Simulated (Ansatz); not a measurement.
## LuZn (Pm-3m): phonons along a line and the smearing

Wanted: frequencies of LuZn (Pm-3m) solved wavevector by wavevector at several smearings.

Calculated with Ansatz 0.2.0; DFT PBEsol, scalar-relativistic, plane waves, PAW.

### Step 1. The starting structure

Symmetry: Pm-3m, No. 221, cubic system. Conventional cell: a = 3.491 Å, b = 3.491 Å, c = 3.491 Å, α = 90.00°, β = 90.00°, γ = 90.00°. Lu has 8 Zn at 3.02 Å nearest. Nearest to Zn lie 8 Lu at 3.02 Å. Farther neighbours are not listed.

### Step 2. Relaxing cell and atoms

Lattice constant and positions set the bands and the force constants, so the cell is relaxed first.

Contents of input.yaml:

```yaml
crystal:
  lattice:
    - [3.491, 0.0, 0.0]
    - [0.0, 3.491, 0.0]
    - [0.0, 0.0, 3.491]
  atoms:
    - { symbol: Lu, position: [0.0, 0.0, 0.0] }
    - { symbol: Zn, position: [0.5, 0.5, 0.5] }
kpoints:
  mp_grid: { grid: [8, 8, 8] }
hamiltonian:
  xc: pbesol
scf:
  occupations: { method: gaussian, width: 0.1 }
output:
  forces: true
  stress: true
  eigenvalues: true
  write_density: true
  write_potential: true
  elf: true
  volumetric_format: npy
relax:
  adjacent_minimum: "off"
  f_tol: 0.005
  max_steps: 80
  cell: { stress_tol: 0.05 }
```

Run with:

```
$ ansatz run input.yaml --threads 4 --pin off --max-ram 8192MiB --backend cpu --events-out ev --progress --plain --runs-dir out
```

Numbers of over 12 decimals in the logs are rounded to 6 here.

Output:

```text
[the first part of the log is left out]
  E_xc         = -354.026223
  E_vxc        = -312.329487  (∫ρ·V_xc dr)
  E_paw        = -9040.496943  (= ΣΔE_a)
  E_vpaw       = -37.287799  (= ΣTr[D̂ρ^β])
  E_aug_tail   = -0.000323  (compensation charges beyond the density's cutoff)
  E_ewald      = -5587.225457
  E_core_change = 1.989523  (= ΣΔE_core)
  E_smearing   = -0.010130  (= −TS)
  E_closure    = -0.000000  (closes the sum)
  Σ components = -17893.065793   (vs F -17893.065793, Δ=0.00e0)
--- Forces (eV/Å), atoms counted from 1 ---
  atom   1  Lu     0.00000000     0.00000000    -0.00000000
  atom   2  Zn    -0.00000000    -0.00000000     0.00000000
  max |Σ_I F_I| component: 9.73e-30 eV/Å
--- Stress (GPa, compression-positive) ---
       -0.020012      -0.000000      -0.000000
       -0.000000      -0.020012      -0.000000
       -0.000000      -0.000000      -0.020012
  P = ⅓ Tr σ = -0.0200 GPa (-0.200 kbar)
--- Band table (eV; the first three rows and the last of 35) ---
  k-point 0: bands = ["-42.2172", "-12.7902", "-12.7902", "-12.7902", "5.8720", "6.7284", "6.7284", "6.9922", "6.9922", "6.9922", "9.0001", "9.0001", "9.0001", "9.0091", "9.0091", "9.0091", "9.0331", "14.0675", "14.0675", "19.0765", "19.0765", "19.0765", "19.1630"]
  k-point 1: bands = ["-42.2155", "-12.8363", "-12.7863", "-12.7863", "6.1311", "6.7397", "6.7661", "6.9839", "6.9839", "6.9939", "8.9999", "9.0003", "9.0038", "9.0038", "9.0146", "9.0146", "9.0349", "13.9280", "14.1274", "17.7461", "17.7461", "18.3735", "19.1824"]
  k-point 2: bands = ["-42.2116", "-12.9458", "-12.7771", "-12.7771", "6.7622", "6.7668", "6.9641", "6.9641", "6.9715", "6.9978", "8.9806", "9.0007", "9.0115", "9.0115", "9.0298", "9.0298", "9.0395", "13.0105", "14.2835", "16.6456", "16.6456", "18.2484", "19.2301"]
  k-point 34: bands = ["-42.1843", "-13.0159", "-13.0159", "-13.0159", "6.8530", "6.8530", "6.8530", "7.1693", "7.1693", "8.9291", "8.9976", "8.9976", "8.9976", "9.0398", "9.0398", "9.0398", "11.9161", "11.9161", "11.9161", "14.0632", "19.2882", "19.2882", "19.2882"]
--- Relaxed structure (4 steps of the walk, 4 accepted, 1 SCFs on fresh bases) ---
  F+E_penalty+E_count = -17893.06579278 eV   max|allowed force component| = 5.128e-30 eV/Å   (the final SCF, on the basis selected at the relaxed cell)
  cell:  # Å, volume = 40.4121 Å³
    - [3.431657, 0, 0]
    - [0, 3.431657, 0.0]
    - [0, 0.0, 3.431657]
  atoms:
    - { symbol: Lu, position: [0, 0, 0] }
    - { symbol: Zn, position: [0.5, 0.5, 0.500000] }
```

Run time: 3.8 s. Hardware: 4 threads of Arm Neoverse V2, shared host; peak memory 0.38 GiB; 13 s of CPU time.

Step by step:

```csv
step,energy less that of the first step (eV),largest force component (eV/Å),pressure (GPa),volume (Å³)
1,0.0000,0.0000,-3.49,42.55
2,-0.0188,0.0000,2.11,39.36
3,-0.0250,0.0000,-0.17,40.50
4,-0.0251,0.0000,-0.01,40.41
5,-0.0244,0.0000,-0.02,40.41
```

The log counts 1 steps on a newly chosen plane-wave basis, not all of them marked here; energy and pressure can jump at such steps.

```csv
"conventional cell, symmetrised",before,after,change
a (Å),3.491,3.432,-1.7 %
b (Å),3.491,3.432,-1.7 %
c (Å),3.491,3.432,-1.7 %
volume (Å³/atom),21.27,20.21,-5.0 %
```

The relaxed structure:

```cif
data_structure
_symmetry_space_group_name_H-M 'P 1'
_symmetry_Int_Tables_number 1
_cell_length_a 3.4317
_cell_length_b 3.4317
_cell_length_c 3.4317
_cell_angle_alpha 90.000
_cell_angle_beta 90.000
_cell_angle_gamma 90.000
_cell_volume 40.41
loop_
_atom_site_label
_atom_site_type_symbol
_atom_site_fract_x
_atom_site_fract_y
_atom_site_fract_z
_atom_site_occupancy
Lu1 Lu 0.00000 0.00000 0.00000 1
Zn2 Zn 0.50000 0.50000 0.50000 1
```

Numbers from this step:

* pressure: -0.02001 GPa
* volume per atom: 20.21 Å³
* metallic on mesh: yes
* gap on the k-mesh: 0 eV

Electrostatic potential energy in the ac plane at fractional y = 0.000, with atoms of Lu within 0.2 Å of it. With pseudopotentials it is smooth inside the atoms' cores, unlike the true potential.

Ten even steps from '_' (-68 eV) to '@' (17 eV), each cell a mean:
```
____::++%%@@@@@@@@%%##==..__
..::==**%%@@@@@@@@@@%%**--..
====**##%%@@@@@@@@@@%%##**==
####%%%%@@@@@@@@@@@@@@%%%%##
%%%%@@@@@@@@@@@@@@@@@@@@@@%%
@@@@@@@@@@@@@@@@@@@@@@@@@@@@
@@@@@@@@@@@@@@@@@@@@@@@@@@@@
@@@@@@@@@@@@@@@@@@@@@@@@@@@@
%%@@@@@@@@@@@@@@@@@@@@@@@@@@
##%%%%@@@@@@@@@@@@@@@@%%%%%%
++++**%%@@@@@@@@@@@@%%##**++
..::==**%%@@@@@@@@@@%%**==::
____::++%%@@@@@@@@%%##==::__
____..++##%%@@@@@@%%##==..__
```
Columns run along a (3.4 Å; values clipped at the 3rd and 97th percentile), rows up along c (3.4 Å). Atoms in or near the plane, at fractional coordinates: Lu at (0.00, 0.00).

ELF in the ac plane at fractional y = 0.000, with atoms of Lu within 0.2 Å of it. It is the smooth field of the valence electrons, not physical close to the nuclei.

Values, 14 rows by 14 columns, each cell a mean:
```
0.84 0.86 0.84 0.64 0.25 0.09 0.12 0.16 0.11 0.10 0.34 0.72 0.85 0.85
0.86 0.85 0.76 0.49 0.17 0.10 0.17 0.23 0.15 0.10 0.23 0.57 0.79 0.85
0.75 0.70 0.53 0.26 0.12 0.14 0.26 0.32 0.24 0.13 0.13 0.33 0.57 0.72
0.38 0.32 0.21 0.12 0.14 0.25 0.38 0.43 0.36 0.22 0.13 0.13 0.23 0.34
0.11 0.10 0.10 0.15 0.26 0.38 0.46 0.48 0.45 0.36 0.22 0.13 0.10 0.10
0.10 0.11 0.16 0.26 0.38 0.46 0.49 0.50 0.49 0.45 0.36 0.24 0.15 0.11
0.15 0.17 0.24 0.35 0.44 0.49 0.50 0.50 0.50 0.48 0.43 0.32 0.23 0.16
0.11 0.13 0.18 0.29 0.40 0.47 0.50 0.50 0.49 0.46 0.38 0.26 0.17 0.12
0.10 0.09 0.11 0.17 0.28 0.40 0.47 0.49 0.46 0.38 0.25 0.14 0.10 0.09
0.29 0.24 0.16 0.11 0.16 0.28 0.40 0.44 0.38 0.26 0.14 0.12 0.17 0.25
0.68 0.62 0.45 0.21 0.11 0.17 0.29 0.35 0.26 0.15 0.12 0.26 0.49 0.64
0.85 0.83 0.74 0.45 0.16 0.11 0.18 0.24 0.16 0.10 0.21 0.53 0.76 0.84
0.85 0.86 0.83 0.62 0.24 0.09 0.13 0.17 0.11 0.10 0.32 0.70 0.85 0.86
0.81 0.85 0.85 0.68 0.29 0.10 0.11 0.15 0.10 0.11 0.38 0.75 0.86 0.84
```
Columns run along a (3.4 Å), rows up along c (3.4 Å). Atoms in or near the plane, at fractional coordinates: Lu at (0.00, 0.00).

Valence density in the ac plane at fractional y = 0.000, with atoms of Lu within 0.2 Å of it. It is the smooth field of the valence electrons, not physical close to the nuclei.

Ten steps, logarithmic in the rise over the least value, from '0' (0 e/Å³) to '9' (43 e/Å³), each cell a mean:
```
98631000001478
76520000001357
54310000000134
21100000000011
00000000000000
00000000000000
00000000000000
00000000000000
00000000000000
11000000000001
43210000000123
76420000001356
98631000001468
99741000002579
```
Columns run along a (3.4 Å), rows up along c (3.4 Å). Atoms in or near the plane, at fractional coordinates: Lu at (0.00, 0.00).

The largest force is now zero by symmetry and the largest stress component 0.020 GPa, small enough for phonons.

### Step 3. Wavevectors along a line: Fermi–Dirac smearing of 0.1 eV

The smearing blurs the Fermi surface that screens the phonons; a Fermi–Dirac width is an electronic temperature.

Contents of input.yaml:

```yaml
crystal:
  lattice:
    - [3.4316567622, 0.0, 0.0]
    - [0.0, 3.4316567622, 0.0]
    - [0.0, 0.0, 3.4316567622]
  atoms:
    - { symbol: Lu, position: [0.0, 0.0, 0.0] }
    - { symbol: Zn, position: [0.5, 0.5, 0.5] }
kpoints:
  mp_grid: { grid: [16, 16, 16] }
hamiltonian:
  xc: pbesol
scf:
  occupations: { method: fermi_dirac, width: 0.1 }
output:
  eigenvalues: true
phonons:
  method: dfpt
  qpoints:
    - [0, 0, 0]
    - [0.0, 0.0625, 0.0]
    - [0.0, 0.1875, 0.0]
    - [0.0, 0.3125, 0.0]
    - [0.0, 0.4375, 0.0]
```

Output:

```text
[...]
Crystal: 2 atoms, lattice volume = 40.412 Å³
Basis set: ecut = 420 eV, 751 PW (Γ), exchange–correlation on 48×48×48 points (8 copies of the dense FFT grid, shifted against one another)
Bands: 23, of which v1, the nominal top of the filled ones, is band 19 counted from 1 (18 counted from 0)
Symmetry: 48 space group operations
k-points: 165 of 4096
[...]
SCF iter   1: F=—  HF=-17893.096847 eV  |F-HF|=—  |Δ(HF+E_count)|=         —  Δρ=2.87e-3  dr2=2.17e-3  ethr=1.77e-3  ⟨swp⟩=5.4  Hψ=18208  notcnv=0
[...]
SCF iter  11: F=-17893.091656 eV  HF=-17893.091656 eV  |F-HF|=7.28e-12  |Δ(HF+E_count)|=  7.28e-12  Δρ=3.20e-8  dr2=2.29e-13  ethr=1.00e-12  ⟨swp⟩=7.1  Hψ=21886  notcnv=0
SCF 1 converged in 11 iterations: F = -17893.091656 eV  dr2 = 2.29e-13
[...]
NSCF: frozen V_eff on 165 k-points
[...]
DFPT response loops at q = (0, 0, 0) (fractional): preconditioner auto → Kerker (q_TF=auto, 2.688 Å⁻¹) (partly filled bands, converged f_vac=0.000); β = 1.00, the filter's whole step (`scf.mixing.beta` (0.50) is not read by the response loops under this deck's `scf.mixing.preconditioner`; to damp them name `kerker` or `kerker_dos`, under which they read `scf.mixing.beta`, and type it under 1.00, their step now; both keys bind the ground state too); Broyden in place of MSR1
[...]
SCF converged after 11 iterations
Free energy (F): -17893.091656 eV
[...]
Internal energy: -17893.039805 eV  (E = F + TS)
E sigma→0 (E₀):  -17893.065730 eV
Entropy (-TS):   -0.051851 eV (-25.925 meV/atom)
Fermi energy:    13.975449 eV
[...]
--- Band table (eV; the first three rows and the last of 165) ---
  k-point 0: bands = [... 15 lower, 9.0227, 9.0464, 14.0731, 14.0731, 19.0741, 19.0741, 19.0741, 19.1724]
  k-point 1: bands = [... 15 lower, 9.0241, 9.0468, 14.0501, 14.0884, 18.4094, 18.4094, 18.8292, 19.1773]
  k-point 2: bands = [... 15 lower, 9.0283, 9.0482, 13.9324, 14.1332, 17.7499, 17.7499, 18.3729, 19.1918]
  k-point 164: bands = [... 15 lower, 9.0533, 11.9169, 11.9169, 11.9169, 14.0571, 19.2905, 19.2905, 19.2905]
--- Phonons (Γ-DFPT): 2 representative perturbations + reference (Σ response iterations 8) ---
  ASR residual: 2.668e-4 → 0.000e0 eV/Å²; symmetrization residual: 2.117e-6 eV/Å²
  ASR residual per site (eV/Å²): 2.67e-4 8.61e-7
  Γ frequencies (cm⁻¹): 0.00 0.00 0.00 142.73 142.73 142.73
  non-analytic LO–TO correction: not included (Born effective charges unavailable; polar crystals: no LO–TO splitting at Γ)
--- Phonons (arbitrary-q DFPT): 5 explicit q-points ---
  q = [0, 0, 0] (of the zone-centre solve; hermiticity 1.19e-6, symmetrization 3.90e-12): -0.00 0.00 0.00 142.73 142.73 142.73
  q = [0, 0.0625, 0] (4 solved perturbations in 4032 linear systems a pass and spin channel, the states on 1296 of 4096 k-point pairs; hermiticity 3.71e-7, symmetrization 2.49e-11): 14.69 14.69 19.92 142.26 142.26 142.70
[...]
sum rule: each row above includes the acoustic sum rule's correction from the zone centre's row sums; it moved no ω² by more than (0.64 cm⁻¹)²
```

Run time: 6.6 min. Hardware: 4 threads; peak memory 3.2 GiB; 25 min of CPU time.

Reading the cycles: dr2 is the Hartree energy of the density residual (eV), the measure of convergence; HF is the Harris–Foulkes estimate of the energy, which meets the free energy F at convergence.

Each wavevector solved by linear response. Frequency against |q| along the line:

```csv
|q| along the line (Å⁻¹),mode 1 = mode 2 (cm⁻¹),mode 3 (cm⁻¹),mode 4 (cm⁻¹),mode 5 (cm⁻¹),mode 6 (cm⁻¹)
0.000,0,0,143,143,143
0.114,14.7,19.9,142,142,143
0.343,41.6,56.4,139,139,141
0.572,64.4,85.4,134,135,135
0.801,79.6,106,122,131,131
```

### Step 4. Phonons along a line: Fermi–Dirac smearing of 0.25 eV

The smearing blurs the Fermi surface that screens the phonons; a Fermi–Dirac width is an electronic temperature.

Edit input.yaml of step 3 so:

```diff
@@ -13,3 +13,3 @@
 scf:
-  occupations: { method: fermi_dirac, width: 0.1 }
+  occupations: { method: fermi_dirac, width: 0.25 }
 output:
```

Wider smearing eases the sum over k-points of a metal but moves the result away from its zero-temperature value.

Output:

```text
band count auto-derived: 24 (N_el = 37.0; filled up to band 19; 23 by the electrons, moments and atoms)
[...]
Crystal: 2 atoms, lattice volume = 40.412 Å³
Basis set: ecut = 420 eV, 751 PW (Γ), exchange–correlation on 48×48×48 points (8 copies of the dense FFT grid, shifted against one another)
Bands: 24, of which v1, the nominal top of the filled ones, is band 19 counted from 1 (18 counted from 0)
Symmetry: 48 space group operations
k-points: 165 of 4096
[...]
SCF iter   1: F=—  HF=-17893.220755 eV  |F-HF|=—  |Δ(HF+E_count)|=         —  Δρ=3.27e-3  dr2=5.72e-3  ethr=1.77e-3  ⟨swp⟩=5.4  Hψ=18865  notcnv=0
[...]
SCF iter  12: F=-17893.214481 eV  HF=-17893.214481 eV  |F-HF|=3.64e-12  |Δ(HF+E_count)|=  3.64e-12  Δρ=6.56e-8  dr2=1.34e-12  ethr=1.00e-12  ⟨swp⟩=7.2  Hψ=22700  notcnv=0
SCF 1 converged in 12 iterations: F = -17893.214481 eV  dr2 = 1.34e-12
[...]
WARN: eigensolver did not converge in 2 slots of this pass, the one above among them; of largest residual over every band (k=14): 1 band(s) unlocked (lowest unlocked band 23, counted from 0; max residual 3.08e-5 eV among the unlocked bands, 3.08e-5 eV over every band); of lowest unlocked band (k=14): band 23
[...]
SCF converged after 12 iterations
Free energy (F): -17893.214481 eV
[...]
Internal energy: -17892.940777 eV  (E = F + TS)
E sigma→0 (E₀):  -17893.077629 eV
Entropy (-TS):   -0.273704 eV (-136.852 meV/atom)
Fermi energy:    13.975802 eV
[...]
--- Band table (eV; the first three rows and the last of 165) ---
  k-point 0: bands = [... 15 lower, 9.0702, 9.0913, 14.0919, 14.0919, 19.0648, 19.0648, 19.0648, 19.2045, ... 1 higher]
  k-point 1: bands = [... 15 lower, 9.0716, 9.0917, 14.0679, 14.1074, 18.4201, 18.4201, 18.8216, 19.2095, ... 1 higher]
  k-point 2: bands = [... 15 lower, 9.0758, 9.0930, 13.9469, 14.1526, 17.7621, 17.7621, 18.3700, 19.2241, ... 1 higher]
  k-point 164: bands = [... 15 lower, 9.0998, 11.9189, 11.9189, 11.9189, 14.0344, 19.2980, 19.2980, 19.2980, ... 1 higher]
[...]
ASR residual: 1.212e-3 → 0.000e0 eV/Å²; symmetrization residual: 2.271e-6 eV/Å²
  ASR residual per site (eV/Å²): 1.21e-3 2.92e-5
  Γ frequencies (cm⁻¹): 0.00 0.00 0.00 142.34 142.34 142.34
[...]
--- Phonons (arbitrary-q DFPT): 5 explicit q-points ---
[...]
```

Wall time 6.9 min (4 threads); peak memory 3.3 GiB; 27 min of CPU time.

Each wavevector solved by linear response. The frequency by |q| along the line:

```csv
|q| along the line (Å⁻¹),mode 1 = mode 2 (cm⁻¹),mode 3 (cm⁻¹),mode 4 (cm⁻¹),mode 5 (cm⁻¹),mode 6 (cm⁻¹)
0.000,0,0,142,142,142
0.114,14.7,19.6,142,142,142
0.343,42.1,55.9,139,139,141
0.572,65.0,85.4,134,134,136
0.801,79.9,107,125,130,130
```

Against step 3 (now smearing width 0.25 eV), the free energy moves by -61.4 meV an atom.

(Part 1 of 2 ends here.)

[Logs are printed without paths, hosts, clocks, repeated set-up lines and the standing remarks that a program may print on its own settings, such as how far it seeks lower states.]

[Hosts, paths, dates, database ids (printed as entryN), source tags and the programs' standing remarks are cut or masked in the printed files.]
